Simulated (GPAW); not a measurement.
# NaHF2 (R-3m): the F K absorption edge, part 2 of 3

How does the F K edge of NaHF2 (R-3m) move when the bonds are compressed or stretched?

GPAW 26.7.0; X-ray absorption from dipole matrix elements to empty bands, plane-wave PAW LDA.

So far. Step 2 (The field without a hole): The mesh shows a gap of 6.60 eV, so the hole is first treated in a charged cell, without the excited electron.

## (4) Spectrum with FCH, F atom 2

The holes are 6.1 Å apart. In GPAW the data set carries the hole's charge, so charge=0 means a charged cell and charge=-1 a neutral one. The excited electron is left out and a uniform background balances the charge. After the field has converged, empty bands are computed with the density fixed and the dipole matrix elements are summed.

The absorber has 1 H at 1.13 Å and 3 Na at 2.32 Å (distorted tetrahedral, site symmetry 3m).

Contents of xas.py:

```python
import numpy as np
from ase import Atoms
from ase.parallel import parprint, paropen
from gpaw import GPAW, PW, FermiDirac, Mixer, MixerDif, setup_paths
from gpaw.test import gen
setup_paths.insert(0, '.')
gen('F', name='fch1s', xcname='LDA', corehole=(1, 0, 1), write_xml=True)
from gpaw.mpi import world
world.barrier()

atoms = Atoms('Na4F8H4',
    cell=[[3.474, -2.00571484, 4.58333333],
     [-3.474, -2.00571484, 4.58333333],
     [0, -4.01142967, -4.58333333]],
    scaled_positions=[[0, 0, 0],
     [0.5, 0.5, 0],
     [0, 0.5, 0.5],
     [0.5, 0, 0.5],
     [0.5824, 0.5824, 0.4176],
     [0.0824, 0.0824, 0.4176],
     [0.5824, 0.0824, 0.9176],
     [0.0824, 0.5824, 0.9176],
     [0.4176, 0.4176, 0.5824],
     [0.9176, 0.9176, 0.5824],
     [0.4176, 0.9176, 0.0824],
     [0.9176, 0.4176, 0.0824],
     [0.5, 0.5, 0.5],
     [0, 0, 0.5],
     [0.5, 0, 0],
     [0, 0.5, 0]],
    pbc=True)
atoms.calc = calc = GPAW(legacy_gpaw=True, mode=PW(500), xc='LDA', setups={4: 'fch1s'},
    kpts={'size': (3, 3, 3), 'gamma': True}, occupations=FermiDirac(0.02),
    charge=0, mixer=Mixer(0.1, 5, 50), maxiter=150,
    convergence={'density': 0.0001}, txt='scf.txt')
energy = atoms.get_potential_energy() + calc.get_reference_energy()
ef = calc.get_fermi_level()
out = dict(energy=energy, fermi=ef, forces=atoms.get_forces().tolist())
parprint(f'all-electron energy {energy:.4f} eV, Fermi level {ef:.4f} eV')
ev = np.array([[calc.get_eigenvalues(k, s) for k in range(len(calc.get_ibz_k_points()))] for s in range(calc.get_number_of_spins())])
out['homo'], out['lumo'], out['counts'] = ev[ev < ef].max(), ev[ev > ef].min(), sorted(set((ev < ef).sum((0, 2)).tolist()))
out['filled'] = (ev[:, 0] < ef).sum(1).tolist()

from ase.units import Ha
from gpaw.xas import dipole_matrix_elements
nb = int(calc.get_number_of_electrons() / 2) + 117
top, nb = nb, nb + 8 + nb // 12
nscf = calc.fixed_density(kpts={'size': (4, 4, 4), 'gamma': True}, nbands=nb,
    convergence={'bands': top, 'eigenstates': 1e-5}, maxiter=60, txt='nscf.txt')
cell = atoms.cell.array
ops = [cell.T @ U.T @ np.linalg.inv(cell.T) for U in nscf.wfs.kd.symmetry.op_scc]
filled = [44]  # bands filled in the ground state, by spin
E = np.arange(-6, 34, 0.1)
fwhm = np.interp(E, [4, 25], [0.9, 3.5])
Y, X, zero, highest = 0, 0, 1e9, 1e9
for spin in range(nscf.get_number_of_spins()):
    wfs = nscf.wfs
    A = dipole_matrix_elements(wfs.setups[4])
    eps = np.zeros((wfs.kd.nibzkpts, nb))
    d = np.zeros((3, A.shape[1], wfs.kd.nibzkpts, nb), complex)
    for kpt in wfs.kpt_u:
        if kpt.s == spin and 4 in kpt.P_ani:
            eps[kpt.k] = kpt.eps_n * Ha
            d[:, :, kpt.k] = (kpt.weight * wfs.nspins / 2) ** 0.5 * np.inner(A, kpt.P_ani[4])
    world.sum(eps)
    world.sum(d)
    T = np.einsum('amkn,bmkn->abkn', d, d.conj()).real
    T = sum(np.einsum('ai,ijkn,bj->abkn', R, T, R) for R in ops) / len(ops)
    empty = np.ones_like(eps, bool) & (np.arange(nb) >= filled[spin])
    zero, highest = min(zero, eps[empty].min()), min(highest, eps[:, top - 1].min())
    lines = [(eps, T, empty)] if spin == 0 else lines + [(eps, T, empty)]
for eps, T, empty in lines:
    f = np.einsum('aakn->akn', T).reshape(3, -1)
    x = eps.ravel() - zero
    w = np.interp(x, E, fwhm) / 2.35482
    g = np.exp(-0.5 * ((E[:, None] - x) / w) ** 2) / (w * (2 * np.pi) ** 0.5)
    Y = Y + (f * empty.ravel()) @ g.T
    X = X + (f * ~empty.ravel()) @ g.T
out.update(E=E.round(2).tolist(), xas=Y.tolist(), xes=X.tolist(), zero=zero, valid=highest - zero, nk=len(eps), nb=nb)
for i in range(0, len(E), 10):
    parprint(f'{E[i]:7.2f}', *(f'{v:10.3e}' for v in Y[:, i]))
import json
with paropen('out.json', 'w') as f:
    json.dump(out, f)
```

The run is started by

```console
> OMP_NUM_THREADS=1 mpirun -n 2 gpaw python xas.py
```

Numbers of over 12 decimals in the logs are rounded to 6 here.

Log:

```text
Input parameters:
  convergence: {density: 0.0001}
  kpts: {gamma: True,
         size: (3, 3, 3)}
  maxiter: 150
  mixer: {backend: pulay,
          beta: 0.1,
          method: separate,
          nmaxold: 5,
          weight: 50}
  mode: {ecut: 500.0,
         name: pw}
  occupations: {fixmagmom: False,
                name: fermi-dirac,
                width: 0.02}
  setups: {4: fch1s}

Initialize ...

[... PAW data sets ...]

Reference energy: -38531.699454  # eV

Spin-paired calculation

[... convergence settings ...]
Symmetries present (total): 2
  [... symmetry matrices ...]

27 k-points: 3 x 3 x 3 Monkhorst-Pack grid
10 k-points in the irreducible part of the Brillouin zone
       k-points in crystal coordinates                weights
   0:     0.00000000    0.00000000    0.00000000          1/27
   1:     0.00000000    0.00000000    0.33333333          2/27
   2:     0.33333333   -0.33333333    0.00000000          2/27
   3:     0.33333333   -0.33333333    0.33333333          4/27
   4:     0.33333333    0.00000000   -0.33333333          4/27
   5:     0.33333333    0.00000000    0.00000000          4/27
   6:     0.33333333    0.00000000    0.33333333          4/27
   7:     0.33333333    0.33333333   -0.33333333          2/27
   8:     0.33333333    0.33333333    0.00000000          2/27
   9:     0.33333333    0.33333333    0.33333333          2/27

Wave functions: Plane wave expansion
  Cutoff energy: 500.000 eV
  Number of coefficients (min, max): 4841, 4877
  Pulay-stress correction: 0.000000 eV/Ang^3 (de/decut=0.000000)
  Using FFTW library
  Wavefunction extrapolation:
    Improved wavefunction reuse through dual PAW basis

Occupation numbers: Fermi-Dirac:
  width: 0.0200  # eV

Eigensolver
   Davidson(niter=2)

Densities:
  Coarse grid: 32*32*32 grid
  Fine grid: 64*64*64 grid
  Total Charge: 1.000000

Density mixing:
  Method: separate
  Backend: pulay
  Linear mixing parameter: 0.1
  old densities: 5
  Width of damping distribution: 1.1
  Damping of long wavelength oscillations: 50

[... Hamiltonian set-up ...]
Number of atoms: 16
Number of atomic orbitals: 64
Number of bands in calculation: 57
Number of valence electrons: 88
Bands to converge: occupied

... initialized

Initializing position-dependent things.

Density initialized from atomic densities
Creating initial wave functions:
  57 bands from LCAO basis set

         F       F
              Na
           F

          H F     H
            H
               Na
            F
         Na   F  Na

        F     H F

Atomic positions and initial magnetic moments

Positions:
   0 Na     0.000000    0.000000    0.000000    ( 0.0000,  0.0000,  0.0000)
   1 Na     0.000000   -2.005715    4.583333    ( 0.0000,  0.0000,  0.0000)
   2 Na    -1.737000   -3.008572    0.000000    ( 0.0000,  0.0000,  0.0000)
   3 Na     1.737000   -3.008572    0.000000    ( 0.0000,  0.0000,  0.0000)
   4 F      0.000000   -4.011430    3.424667    ( 0.0000,  0.0000,  0.0000)
   5 F     -0.000000   -2.005715   -1.158667    ( 0.0000,  0.0000,  0.0000)
   6 F      1.737000   -5.014287   -1.158667    ( 0.0000,  0.0000,  0.0000)
[...]
13 H      0.000000   -2.005715   -2.291667    ( 0.0000,  0.0000,  0.0000)
  14 H      1.737000   -1.002857    2.291667    ( 0.0000,  0.0000,  0.0000)
  15 H     -1.737000   -1.002857    2.291667    ( 0.0000,  0.0000,  0.0000)

Unit cell:
           periodic     x           y           z      points  spacing
  1. axis:    yes    3.474000   -2.005715    4.583333    32     0.1723
  2. axis:    yes   -3.474000   -2.005715    4.583333    32     0.1723
  3. axis:    yes    0.000000   -4.011430   -4.583333    32     0.1723

  Lengths:   6.090855   6.090855   6.090855
  Angles:  110.448874 110.448874  69.551126

Effective grid spacing dv^(1/3) = 0.1802

iter:   1   -92.336541
iter:   2   -90.907351   -1.41  -1.25
iter:   3   -88.923041   -1.11  -1.32
iter:   4   -88.840026   -1.80  -1.52
iter:   5   -88.762858   -1.93  -1.79
iter:   6   -88.746228   -2.72  -2.36
iter:   7   -88.736355c  -3.71  -2.62
iter:   8   -88.741342c  -3.06  -2.91
iter:   9   -88.735384c  -3.37  -2.75
iter:  10   -88.735386c  -5.33  -3.65
iter:  11   -88.735437c  -5.12  -3.74
iter:  12   -88.735369c  -5.52  -3.72
iter:  13   -88.735367c  -6.24  -4.14c
iter:  14   -88.735366c  -7.06  -4.28c
iter:  15   -88.735366c  -8.20c -4.47c

Converged after 15 iterations.

Dipole moment: (0.000000, 0.000000, 0.445983) |e|*Ang

Energy contributions relative to reference atoms: (reference = -38531.699454)

Kinetic:        +79.462053
Potential:      -96.540618
External:        +0.000000
XC:             -73.325185
Entropy (-ST):   -0.000000
Local:           +1.668384
SIC:             +0.000000
--------------------------
Free energy:    -88.735366
Extrapolated:   -88.735366

Showing only first 2 kpts
 Kpt  Band  Eigenvalues  Occupancy
  0    42     -3.38065    2.00000
  0    43     -3.37960    2.00000
  0    44      2.55181    0.00000
  0    45      7.11266    0.00000

  1    42     -3.42912    2.00000
  1    43     -3.37067    2.00000
  1    44      3.29178    0.00000
[...]
Fermi level: -1.54178

Gap: 5.880 eV
Transition (v -> c):
  (s=0, k=7, n=43, [0.33, 0.33, -0.33]) -> (s=0, k=0, n=44, [0.00, 0.00, 0.00])
Direct/indirect transitions are different
Direct gap: 5.931 eV
Transition at: (s=0, k=0, n=43, [0.00, 0.00, 0.00])

Forces in eV/Ang:
  0 Na    0.00000   -0.00000    0.05630
  1 Na    0.00000    0.80728    0.46245
  2 Na    0.69913   -0.40364    0.46245
  3 Na   -0.69913   -0.40364    0.46245
  4 F     0.00000   -0.00001    3.42718
  5 F     0.00000   -0.08133    0.43598
  6 F    -0.07043    0.04066    0.43598
[...]
13 H     0.00000    0.01201    0.03720
 14 H     0.01040   -0.00601    0.03721
 15 H    -0.01040   -0.00601    0.03721
Scalar-relativistic atomic LDA calculation for F (Fluorine, Z=9)
Core hole in 1s state (1s occupation: 1.0)
300 radial gridpoints.
|------------------------------------------------|
|------------------------------------------------|
[... the atom generator's iteration count ...]

Energy contributions:
-------------------------
Kinetic:      +73.074518
XC:            -7.529720
Potential:   -138.883139
-------------------------
Total:        -73.338341

state      eigenvalue         ekin         rmax
-----------------------------------------------
1s^1.0 :   -27.508849    38.870947        0.112
2s^2.0 :    -1.877741     5.094802        0.712
2p^5.0 :    -1.212468     4.802793        0.605
-----------------------------------------------
(units: Bohr and Hartree)

Generating PAW setup
Kinetic energy of the core from tauc = 38.910803
Cutoffs:
rc(s)=1.200
rc(p)=1.200
rc(d)=1.200
rc(vbar)=1.080
rc(comp)=1.200
rc(nct)=1.200

Kinetic energy of the core states: 38.870947
Charge: 1.0
Core electrons: 1.0
Valence electrons: 7.0
Pseudo-core charge: 0.000102
Shape function alpha=6.944
Pseudo-electron charge 5.398325
state    eigenvalue         norm
--------------------------------
2s(2) :    -1.877741     1.039630
*s    :    -0.877741
2p(5) :    -1.212468     0.663793
*p    :    -0.212468
*d    :     0.000000
--------------------------------

Diagonalizing with gridspacing h=0.050

state   all-electron     PAW
-------------------------------
2s:      -1.877741    -1.879888
2p:      -1.212468    -1.215269
*d:                   -0.058611
*f:                   -0.013370
-------------------------------
all-electron energy -38620.4348 eV, Fermi level -1.5418 eV
[...]
31.00  2.254e-05  2.254e-05  2.855e-05
  32.00  2.073e-05  2.073e-05  2.353e-05
  33.00  1.964e-05  1.964e-05  1.925e-05
```

The job ended after 3.4 min (2 MPI ranks of Arm Neoverse V2, shared host; peak memory 0.56 GiB; 6.8 min of CPU time).

The F K spectrum, F atom 2, full core hole (charged cell) (energy from the lowest empty level; intensity scaled to a mean of 1 over the first 20 eV; polarised curves are means over the symmetry-equivalent atoms):

| E (eV) | isotropic | ε ⊥ c | ε ∥ c |
| --- | --- | --- | --- |
| -2.0 | 0.00 | 0.00 | 0.00 |
| -1.5 | 0.00 | 0.00 | 0.00 |
| -1.0 | 0.00 | 0.00 | 0.00 |
| -0.5 | 0.00 | 0.00 | 0.00 |
| 0.0 | 0.02 | 0.01 | 0.04 |
| 0.5 | 0.07 | 0.03 | 0.15 |
| 1.0 | 0.16 | 0.05 | 0.38 |
| 1.5 | 0.26 | 0.08 | 0.62 |
| 2.0 | 0.32 | 0.24 | 0.47 |
| 2.5 | 0.68 | 0.71 | 0.64 |
| 3.0 | 1.11 | 1.11 | 1.12 |
| 3.5 | 1.64 | 1.54 | 1.84 |
| 4.0 | 1.98 | 1.87 | 2.21 |
| 4.5 | 2.27 | 1.83 | 3.13 |
| 5.0 | 1.80 | 1.39 | 2.61 |
| 5.5 | 1.28 | 1.18 | 1.50 |
| 6.0 | 1.54 | 1.05 | 2.51 |
| 6.5 | 2.28 | 1.05 | 4.73 |
| 7.0 | 2.58 | 1.10 | 5.52 |
| 7.5 | 2.15 | 1.02 | 4.40 |
| 8.0 | 1.57 | 0.89 | 2.94 |
| 8.5 | 1.08 | 0.76 | 1.72 |
| 9.0 | 0.71 | 0.59 | 0.93 |
| 9.5 | 0.52 | 0.49 | 0.60 |
| 10.0 | 0.52 | 0.52 | 0.53 |
| 10.5 | 0.61 | 0.65 | 0.54 |
| 11.0 | 0.72 | 0.82 | 0.54 |
| 11.5 | 0.86 | 1.04 | 0.52 |
| 12.0 | 1.01 | 1.26 | 0.51 |
| 12.5 | 1.05 | 1.32 | 0.50 |
| 13.0 | 0.92 | 1.14 | 0.49 |
| 13.5 | 0.72 | 0.85 | 0.47 |
| 14.0 | 0.58 | 0.65 | 0.45 |
| 14.5 | 0.54 | 0.59 | 0.44 |
| 15.0 | 0.58 | 0.65 | 0.42 |
| 15.5 | 0.67 | 0.80 | 0.39 |
| 16.0 | 0.78 | 0.99 | 0.37 |
| 16.5 | 0.88 | 1.14 | 0.37 |
| 17.0 | 0.94 | 1.21 | 0.39 |
| 17.5 | 0.94 | 1.19 | 0.43 |
| 18.0 | 0.90 | 1.11 | 0.47 |
| 18.5 | 0.83 | 1.00 | 0.49 |
| 19.0 | 0.76 | 0.90 | 0.50 |
| 19.5 | 0.70 | 0.81 | 0.49 |
| 20.0 | 0.66 | 0.75 | 0.47 |
| 20.5 | 0.63 | 0.71 | 0.47 |
| 21.0 | 0.62 | 0.70 | 0.47 |
| 21.5 | 0.62 | 0.69 | 0.47 |
| 22.0 | 0.62 | 0.69 | 0.47 |
| 22.5 | 0.61 | 0.68 | 0.47 |
| 23.0 | 0.61 | 0.67 | 0.48 |
| 23.5 | 0.61 | 0.67 | 0.50 |
| 24.0 | 0.63 | 0.68 | 0.53 |
| 24.5 | 0.67 | 0.71 | 0.57 |
| 25.0 | 0.71 | 0.76 | 0.61 |
| 25.5 | 0.75 | 0.80 | 0.66 |
| 26.0 | 0.79 | 0.84 | 0.69 |
| 26.5 | 0.82 | 0.87 | 0.72 |
| 27.0 | 0.83 | 0.88 | 0.75 |
| 27.5 | 0.83 | 0.87 | 0.77 |
| 28.0 | 0.83 | 0.84 | 0.80 |
| 28.5 | 0.81 | 0.80 | 0.83 |
| 29.0 | 0.79 | 0.75 | 0.86 |
| 29.5 | 0.76 | 0.71 | 0.87 |
| 30.0 | 0.73 | 0.67 | 0.86 |
| 30.5 | 0.70 | 0.63 | 0.82 |
| 31.0 | 0.66 | 0.60 | 0.76 |
| 31.5 | 0.62 | 0.58 | 0.70 |
| 32.0 | 0.58 | 0.55 | 0.63 |

Main maxima below 24 eV (height): 4.5 eV (2.27), 6.9 eV (2.59), 12.4 eV (1.05) and 17.3 eV (0.95). A K edge sees empty p states on the absorber.

The hole costs E(hole) − E(ground) = 688.36 eV, and the lowest empty level of the hole cell on the spectrum's mesh lies at 2.55 eV, which puts the zero at 690.91 eV. One term is added: -9.89 eV, since the hole is spin-paired here and a spin-polarised one costs that much less in the free atom (computed apart). The photon energy is then 681.02 eV. The functional and the charged cell's background leave an error in such absolute values: in the free atom LDA prices this hole 4.7 eV below PBE (computed apart), and PBE is itself good to a few eV.

## (5) Supercell without a hole, the energy reference

The cell and mesh change for the next run, so it gets a reference energy of its own.

The cell differs from the one that the last finished run ended in (a 6.091 → 5.967 Å, b 6.091 → 5.967 Å, c 6.091 → 5.967 Å).

Contents of scf.py:

```python
import numpy as np
from ase import Atoms
from ase.parallel import parprint, paropen
from gpaw import GPAW, PW, FermiDirac, Mixer, MixerDif, setup_paths
from gpaw.test import gen
setup_paths.insert(0, '.')
gen('F', name='nch1s', xcname='LDA', corehole=(1, 0, 0), write_xml=True)
from gpaw.mpi import world
world.barrier()

atoms = Atoms('Na4F8H4',
    cell=[[3.40308214, -1.96477039, 4.48976966],
     [-3.40308214, -1.96477039, 4.48976966],
     [0, -3.92954078, -4.48976966]],
    scaled_positions=[[0, 0, 0],
     [0.5, 0.5, 0],
     [0, 0.5, 0.5],
     [0.5, 0, 0.5],
     [0.5824, 0.5824, 0.4176],
     [0.0824, 0.0824, 0.4176],
     [0.5824, 0.0824, 0.9176],
     [0.0824, 0.5824, 0.9176],
     [0.4176, 0.4176, 0.5824],
     [0.9176, 0.9176, 0.5824],
     [0.4176, 0.9176, 0.0824],
     [0.9176, 0.4176, 0.0824],
     [0.5, 0.5, 0.5],
     [0, 0, 0.5],
     [0.5, 0, 0],
     [0, 0.5, 0]],
    pbc=True)
atoms.calc = calc = GPAW(legacy_gpaw=True, mode=PW(500), xc='LDA', setups={4: 'nch1s'},
    kpts={'size': (4, 4, 4), 'gamma': True}, occupations=FermiDirac(0.02),
    charge=0, mixer=Mixer(0.1, 5, 50), maxiter=150,
    convergence={'density': 0.0001}, txt='scf.txt')
energy = atoms.get_potential_energy() + calc.get_reference_energy()
ef = calc.get_fermi_level()
out = dict(energy=energy, fermi=ef, forces=atoms.get_forces().tolist())
parprint(f'all-electron energy {energy:.4f} eV, Fermi level {ef:.4f} eV')
ev = np.array([[calc.get_eigenvalues(k, s) for k in range(len(calc.get_ibz_k_points()))] for s in range(calc.get_number_of_spins())])
out['homo'], out['lumo'], out['counts'] = ev[ev < ef].max(), ev[ev > ef].min(), sorted(set((ev < ef).sum((0, 2)).tolist()))
out['filled'] = (ev[:, 0] < ef).sum(1).tolist()
import json
with paropen('out.json', 'w') as f:
    json.dump(out, f)
```

The run is started by

```console
> OMP_NUM_THREADS=1 mpirun -n 2 gpaw python scf.py
```

Log:

```text
Input parameters:
  convergence: {density: 0.0001}
  kpts: {gamma: True,
         size: (4, 4, 4)}
  maxiter: 150
  mixer: {backend: pulay,
          beta: 0.1,
          method: separate,
          nmaxold: 5,
          weight: 50}
  mode: {ecut: 500.0,
         name: pw}
  occupations: {fixmagmom: False,
                name: fermi-dirac,
                width: 0.02}
  setups: {4: nch1s}

Initialize ...

[...]
2s(2) :    -1.089490     1.062936
*s    :    -0.089490
2p(5) :    -0.415007     0.777410
*p    :     0.584993
*d    :     0.000000
--------------------------------

Diagonalizing with gridspacing h=0.050

state   all-electron     PAW
-------------------------------
2s:      -1.089490    -1.091166
2p:      -0.415007    -0.417133
*d:                    0.051257
*f:                    0.077758
-------------------------------
all-electron energy -39308.8168 eV, Fermi level -1.4040 eV
[key lines of the parts left out:]
Converged after 12 iterations.
Dipole moment: (-0.000000, 0.000001, -0.000002) |e|*Ang
Free energy:    -73.796460
Fermi level: -1.40399
```

The job ended after 47 s (2 MPI ranks; peak memory 0.34 GiB; 94 s of CPU time).

Reference energy: -39308.817 eV with the cores included.

## (6) Spectrum with FCH, F atom 2

Shorter bonds are expected to push antibonding states and scattering resonances up, and longer ones down; the cell is scaled to test that.

Changed against the first core-hole run: volume scale from 1 to 0.94; the field's mesh follows (3×3×3 to 4×4×4).

xas.py: that of step 4 with these lines changed.

```diff
@@ -11,5 +11,5 @@
 atoms = Atoms('Na4F8H4',
-    cell=[[3.474, -2.00571484, 4.58333333],
-     [-3.474, -2.00571484, 4.58333333],
-     [0, -4.01142967, -4.58333333]],
+    cell=[[3.40308214, -1.96477039, 4.48976966],
+     [-3.40308214, -1.96477039, 4.48976966],
+     [0, -3.92954078, -4.48976966]],
     scaled_positions=[[0, 0, 0],
@@ -32,3 +32,3 @@
 atoms.calc = calc = GPAW(legacy_gpaw=True, mode=PW(500), xc='LDA', setups={4: 'fch1s'},
-    kpts={'size': (3, 3, 3), 'gamma': True}, occupations=FermiDirac(0.02),
+    kpts={'size': (4, 4, 4), 'gamma': True}, occupations=FermiDirac(0.02),
     charge=0, mixer=Mixer(0.1, 5, 50), maxiter=150,
@@ -45,3 +45,3 @@
 from gpaw.xas import dipole_matrix_elements
-nb = int(calc.get_number_of_electrons() / 2) + 117
+nb = int(calc.get_number_of_electrons() / 2) + 110
 top, nb = nb, nb + 8 + nb // 12
```

The run is started by

```console
> OMP_NUM_THREADS=1 mpirun -n 2 gpaw python xas.py
```

Log:

```text
Input parameters:
  convergence: {density: 0.0001}
  kpts: {gamma: True,
         size: (4, 4, 4)}
  maxiter: 150
  mixer: {backend: pulay,
          beta: 0.1,
          method: separate,
          nmaxold: 5,
          weight: 50}
  mode: {ecut: 500.0,
         name: pw}
  occupations: {fixmagmom: False,
                name: fermi-dirac,
                width: 0.02}
  setups: {4: fch1s}

Initialize ...

[...]
*p    :    -0.212468
*d    :     0.000000
--------------------------------

Diagonalizing with gridspacing h=0.050

state   all-electron     PAW
-------------------------------
2s:      -1.877741    -1.879888
2p:      -1.212468    -1.215269
*d:                   -0.058611
*f:                   -0.013370
-------------------------------
all-electron energy -38620.7144 eV, Fermi level -1.1311 eV
[...]
32.00  2.221e-05  2.221e-05  2.919e-05
  33.00  2.037e-05  2.037e-05  2.397e-05
[key lines of the parts left out:]
Converged after 15 iterations.
Dipole moment: (-0.000000, 0.000000, 0.434056) |e|*Ang
Free energy:    -89.014914
Fermi level: -1.13109
```

Run time: 3.6 min. Hardware: 2 MPI ranks; peak memory 0.58 GiB; 7.2 min of CPU time.

| E (eV) | first run | this run |
| --- | --- | --- |
| -2.0 | 0.00 | 0.00 |
| -1.0 | 0.00 | 0.00 |
| 0.0 | 0.02 | 0.01 |
| 1.0 | 0.16 | 0.13 |
| 2.0 | 0.32 | 0.28 |
| 3.0 | 1.11 | 1.00 |
| 4.0 | 1.98 | 1.89 |
| 5.0 | 1.80 | 1.83 |
| 6.0 | 1.54 | 1.13 |
| 7.0 | 2.58 | 2.40 |
| 8.0 | 1.57 | 2.17 |
| 9.0 | 0.71 | 1.02 |
| 10.0 | 0.52 | 0.53 |
| 11.0 | 0.72 | 0.71 |
| 12.0 | 1.01 | 0.94 |
| 13.0 | 0.92 | 1.02 |
| 14.0 | 0.58 | 0.69 |
| 15.0 | 0.58 | 0.53 |
| 16.0 | 0.78 | 0.65 |
| 17.0 | 0.94 | 0.86 |
| 18.0 | 0.90 | 0.93 |
| 19.0 | 0.76 | 0.84 |
| 20.0 | 0.66 | 0.71 |
| 21.0 | 0.62 | 0.63 |
| 22.0 | 0.62 | 0.61 |
| 23.0 | 0.61 | 0.60 |
| 24.0 | 0.63 | 0.59 |
| 25.0 | 0.71 | 0.63 |
| 26.0 | 0.79 | 0.71 |
| 27.0 | 0.83 | 0.79 |
| 28.0 | 0.83 | 0.82 |
| 29.0 | 0.79 | 0.81 |
| 30.0 | 0.73 | 0.77 |
| 31.0 | 0.66 | 0.72 |
| 32.0 | 0.58 | 0.64 |

Against the first run the r.m.s. difference is 17 %. A shift of +0.4 eV leaves 10 %. The highest intensity below 16 eV goes from 6.9 eV (2.59) to 7.4 eV (2.61).

The photon energy of the zero moves by +0.25 eV.

[end of part 2 of 3]

[Banner, clock and machine lines of the logs are left out without a mark of their own.]

[Logs are printed without paths, hosts, clocks, repeated set-up lines and the standing remarks that a program may print on its own settings, such as how far it seeks lower states.]

[Hosts, paths, dates, database ids (printed as entryN), source tags and the programs' standing remarks are cut or masked in the printed files.]

[Lists of maxima count a maximum above −3 eV only where it reaches 4 % of the highest in the window and stands out from its surroundings by 2 % of it (1.5 % where it reaches 55 %); shoulders and weaker maxima are passed over, and of the rest the first, up to two pre-edge ones and the few strongest are named.]
